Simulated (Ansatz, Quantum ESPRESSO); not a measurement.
# Si3Ru (Fm-3m): zone-centre phonons, part 3 of 3

Aim: the zone-centre modes of Si3Ru (Fm-3m).

Quantum ESPRESSO 7.5; DFT PBE, scalar-relativistic, plane waves, SG15 norm-conserving pseudopotentials.

So far, highest optical zone-centre mode (no LO-TO term) (cm⁻¹): 263 in steps 6, 7 and 8.

The structure was built from a prototype and need not be the compound's stable phase.

## Step 9: A second program

The same cell goes through another code, with its own cutoff. It uses its own PAW datasets, so the potentials differ. Its k mesh is centred on Γ.

This step: DFT PBE, scalar-relativistic, plane waves, PAW (Ansatz 0.2.0).

The input, input.yaml:

```yaml
crystal:
  lattice:
    - [-3.011603911, 0.0, 3.011603911]
    - [0.0, 3.011603911, 3.011603911]
    - [-3.011603911, 3.011603911, 0.0]
  atoms:
    - { symbol: Ru, position: [0.0, 0.0, 0.0] }
    - { symbol: Si, position: [0.5, 0.5, 0.5] }
    - { symbol: Si, position: [0.75, 0.75, 0.75] }
    - { symbol: Si, position: [0.25, 0.25, 0.25] }
kpoints:
  mp_grid: { grid: [10, 10, 10] }
hamiltonian:
  xc: pbe
scf:
  occupations: { method: cold, width: 0.27211 }
output:
  eigenvalues: true
phonons:
  method: dfpt
```

Run with:

```console
$ ansatz run input.yaml --threads 4 --pin off --max-ram 8192MiB --backend cpu --events-out ev --progress --plain --runs-dir out
```

Numbers of over 12 decimals in the logs are rounded to 6 here.

Output:

```text
zone centre: on kpoints.mp_grid the ground state, and the responses unless they are solved on pairs of k-points, stand on 102 of the mesh's 1000 k-points, reduced under 8 symmetry operations, with k and −k counted as one. Each operation leaves every solved displacement unchanged or reverses it
Engine: ansatz 0.2.0, aarch64-unknown-linux-gnu
Pseudopotentials: kind: paw
Pseudopotential: Ru, paw, valence charge 16, recommended cutoff 420 eV (normal), Ru.paw.azcp
Pseudopotential: Si, paw, valence charge 4, recommended cutoff 420 eV (normal), Si.paw.azcp
Functional definition: PBE
  parameter kappa = 0.804
  parameter beta = 0.066725
  exchange = pbe_x(kappa = kappa, mu = beta*pi^2/3)
  correlation = pbe_c(beta = beta)
Crystal: 4 atoms, lattice volume = 54.629 Å³
Basis set: ecut = 420 eV, 1067 PW (Γ), exchange–correlation on 60×60×60 points (8 copies of the dense FFT grid, shifted against one another)
Bands: 18, of which v1, the nominal top of the filled ones, is band 14 counted from 1 (13 counted from 0)
Symmetry: 48 space group operations
k-points: 102 of 1000 (irreducible under 8 space group operations, time reversal used)
Non-local potential: Ru, projectors of the file, l = 0: 3, l = 1: 2, l = 2: 2, l = 3: 1
Non-local potential: Si, projectors of the file, l = 0: 2, l = 1: 2, l = 2: 2
PAW form: soft (Blöchl's): semilocal exchange-correlation on the pseudo side does not see the compensation charge
PAW one-centre angular grid: Ru, 590 points (default); XC on 64 Gauss nodes
PAW one-centre angular grid: Si, 110 points (default); XC on 64 Gauss nodes
Initial density: superposition of atomic densities (neutral atoms: chi_scale 0, normalization atom), corrected by the library's trained network
Initial wavefunctions: pseudopotential atomic-orbital guess
Functional: x = pbe(κ = 0.804, μ = 0.219515), c = pbe(β = 0.066725)
SCF iter   1: F=—  HF=-7785.493813 eV  |F-HF|=—  |Δ(HF+E_count)|=         —  Δρ=6.72e-3  dr2=4.46e-2  ethr=1.77e-3  ⟨swp⟩=5.0  Hψ=8839  notcnv=0
preconditioner: auto → Kerker (q_TF=auto, 2.441 Å⁻¹)  [metal: Δε(μ)=0.078 eV  Ē_g=6.886 eV  σ=0.272 eV  W_gap=0.21  n_scr=14 (ndim 8)  ℏωp=22.5 eV  f_vac=0.000  D(μ)=1.72/eV (n_scr^D=14)]
SCF iter   2: F=—  HF=-7785.490115 eV  |F-HF|=—  |Δ(HF+E_count)|=   3.70e-3  S|Δr|=    0.00e0  Δρ=2.95e-3  dr2=8.08e-3  ethr=1.59e-4  ⟨swp⟩=1.0  Hψ=2652  notcnv=0
SCF iter   3: F=—  HF=-7785.489050 eV  |F-HF|=—  |Δ(HF+E_count)|=   1.06e-3  S|Δr|=    0.00e0  Δρ=6.54e-4  dr2=3.26e-4  ethr=2.88e-5  ⟨swp⟩=1.6  Hψ=2100  notcnv=0
SCF iter   4: F=—  HF=-7785.488971 eV  |F-HF|=—  |Δ(HF+E_count)|=   7.95e-5  S|Δr|=    0.00e0  Δρ=8.13e-5  dr2=1.40e-6  ethr=1.16e-6  ⟨swp⟩=2.2  Hψ=3010  notcnv=0
SCF iter   5: F=—  HF=-7785.488971 eV  |F-HF|=—  |Δ(HF+E_count)|=   2.51e-7  S|Δr|=    0.00e0  Δρ=1.88e-5  dr2=2.12e-7  ethr=4.99e-9  ⟨swp⟩=2.3  Hψ=3131  notcnv=0
SCF iter   6: F=—  HF=-7785.488971 eV  |F-HF|=—  |Δ(HF+E_count)|=   3.87e-8  S|Δr|=    0.00e0  Δρ=2.62e-6  dr2=3.14e-9  ethr=7.57e-10  ⟨swp⟩=2.2  Hψ=2510  notcnv=0
SCF iter   7: F=—  HF=-7785.488971 eV  |F-HF|=—  |Δ(HF+E_count)|=  4.91e-10  S|Δr|=    0.00e0  Δρ=2.62e-7  dr2=3.92e-11  ethr=1.12e-11  ⟨swp⟩=2.7  Hψ=3374  notcnv=0
SCF iter   8: F=-7785.488971 eV  HF=-7785.488971 eV  |F-HF|=0.00e0  |Δ(HF+E_count)|=  1.46e-11  S|Δr|=    0.00e0  Δρ=5.49e-8  dr2=9.26e-13  ethr=1.00e-12  ⟨swp⟩=5.0  Hψ=7614  notcnv=0
the search or the solves at the SCF's close seem to have found levels that the self-consistency loop had missed (the run counts 3). By its estimate they hold under 1e-12 electrons; where the run keeps them, the occupations were computed again with them
SCF 1 converged in 8 iterations: F = -7785.488971 eV  dr2 = 9.26e-13
  greatest PAW one-centre occupation: 0.998 electrons in one spin orbital (limit 2), on the Ru atom at site 0 (counted from 0), in its partial waves of l = 0
DFPT response loops at Γ: preconditioner auto → Kerker (q_TF=auto, 2.441 Å⁻¹) (partly filled bands, converged f_vac=0.000); β = 1.00, the filter's whole step (`scf.mixing.beta` (0.50) is not read by the response loops under this deck's `scf.mixing.preconditioner`; to damp them name `kerker` or `kerker_dos`, under which they read `scf.mixing.beta`, and type it under 1.00, their step now; both keys bind the ground state too); Broyden in place of MSR1
SCF converged after 8 iterations
Stability not checked: this state was not tested for a lower state beside it, because cold or Methfessel-Paxton smearing, or corrected tetrahedra, fill the levels in a way that the test cannot read (fill_not_monotonic; see scf.lower_state_search)
Free energy (F): -7785.488971 eV
Harris-Foulkes:  -7785.488971 eV  (|F-HF|=0.00e0)
Internal energy: -7785.487673 eV  (E = F + TS)
E sigma→0 (E₀):  -7785.488538 eV
Entropy (-TS):   -0.001298 eV (-0.325 meV/atom)
Fermi energy:    14.340744 eV
--- Per-component energies (eV) ---
  E_band       = -91.657251
  E_kinetic    = 642.039874
  E_local      = -2075.909183  (includes V_loc(G=0)·N_el)
  E_nonlocal   = 420.079399
  E_hartree    = 767.752507
  E_xc         = -360.154378
  E_vxc        = -384.801215  (∫ρ·V_xc dr)
  E_paw        = -4998.056813  (= ΣΔE_a)
  E_vpaw       = -228.571009  (= ΣTr[D̂ρ^β])
  E_aug_tail   = -0.000145  (compensation charges beyond the density's cutoff)
  E_ewald      = -2181.238933
  E_smearing   = -0.001298  (= −TS)
  E_closure    = -0.000000  (closes the sum)
  Σ components = -7785.488971   (vs F -7785.488971, Δ=0.00e0)
--- Band table (eV; the first three rows and the last of 102) ---
  k-point 0: bands = [... 10 lower, 11.6630, 12.3246, 12.3246, 12.3246, 13.7308, 17.1367, 17.1367, 17.1367]
  k-point 1: bands = [... 10 lower, 11.4142, 11.9973, 12.9466, 12.9466, 14.5776, 15.8536, 16.3270, 16.3270]
  k-point 2: bands = [... 10 lower, 10.8918, 13.0664, 13.8204, 13.8204, 14.1346, 15.4058, 15.4058, 16.5962]
  k-point 101: bands = [... 10 lower, 11.9740, 11.9740, 12.5022, 14.2306, 15.7006, 18.8875, 18.8875, 19.8085]
--- Phonons (Γ-DFPT): 3 representative perturbations + reference, on 102 of 1000 k-points (Σ response iterations 9) ---
  k mesh reduced under 8 symmetry operations, with k and −k counted as one. Each operation leaves every solved displacement unchanged or reverses it
  ASR residual: 2.394e-5 → 0.000e0 eV/Å²; symmetrization residual: 2.635e-6 eV/Å²
  ASR residual per site (eV/Å²): 2.39e-5 5.90e-6 1.05e-5 1.05e-5
  Γ frequencies (cm⁻¹): -72.89 -72.89 -72.89 0.00 0.00 0.00 238.20 238.20 238.20 259.57 259.57 259.57
  non-analytic LO–TO correction: not included (Born effective charges unavailable; polar crystals: no LO–TO splitting at Γ)
```

Wall time 8.3 s (4 threads of Arm Neoverse V2, shared host); peak memory 0.64 GiB.

Read from the output:

* sum-rule residual before enforcement: 2.39e-5 eV/Å²
* highest optical zone-centre mode (no LO-TO term): 259.6 cm⁻¹
* lowest optical zone-centre mode: -72.89 cm⁻¹

## Step 10: Side by side: QE SG15 and Ansatz, PAW

Worked out from the results:

* root-mean-square difference: 2.7 cm⁻¹
* largest difference: 3.62 cm⁻¹

Frequencies side by side, by row:

```
q (reciprocal lattice)  mode  QE SG15 (cm⁻¹)  Ansatz, PAW (cm⁻¹)
                 0 0 0     1          -70.41              -72.89
                 0 0 0     2          -70.41              -72.89
                 0 0 0     3          -70.41              -72.89
                 0 0 0     4               0                   0
                 0 0 0     5               0                   0
                 0 0 0     6               0                   0
                 0 0 0     7           239.8               238.2
                 0 0 0     8           239.8               238.2
                 0 0 0     9           239.8               238.2
                 0 0 0    10           263.2               259.6
                 0 0 0    11           263.2               259.6
                 0 0 0    12           263.2               259.6
```

At the zone centre the largest difference (acoustic modes at Γ apart) is 1 % of the highest mode.

## Step 11: What came out

```
space group after relaxation                                           : Fm-3m
volume per atom                                                        : 13.7 Å³
highest optical zone-centre mode (no LO-TO term)                       : 263.2 cm⁻¹
lowest optical zone-centre mode                                        : -70.4 cm⁻¹
imaginary optical modes at the zone centre (no q mesh in this session) : yes
largest difference from Ansatz, PAW                                    : 3.62 cm⁻¹
```

What this shows: At the PBE level the optical modes of Si3Ru (Fm-3m) at the zone centre run from 70i to 263 cm⁻¹, so the structure is a saddle point, with 3 modes beyond 10i cm⁻¹ there. Of the 9 optical modes, 6 are infrared active alone and 3 are Raman active alone; inversion symmetry keeps the two sets apart. QE SG15 and Ansatz, PAW differ by 2.7 cm⁻¹ in the root mean square and by 3.6 cm⁻¹ at most, 1.4 % of the highest mode compared (acoustic modes at Γ left out); the two use different potentials, and the cell was not relaxed for the second set. These are harmonic frequencies at zero temperature: anharmonic shifts and linewidths and thermal expansion are left out. In a metal the frequencies hang on the k mesh and the smearing, most of all near Kohn anomalies. The structure is a hypothetical one, built on a prototype.

[Host names and launcher messages were left out of these logs when they were recorded.]

[Logs are printed without paths, hosts, clocks, repeated set-up lines and the standing remarks that a program may print on its own settings, such as how far it seeks lower states.]

[Hosts, paths, dates, database ids (printed as entryN), source tags and the programs' standing remarks are cut or masked in the printed files.]
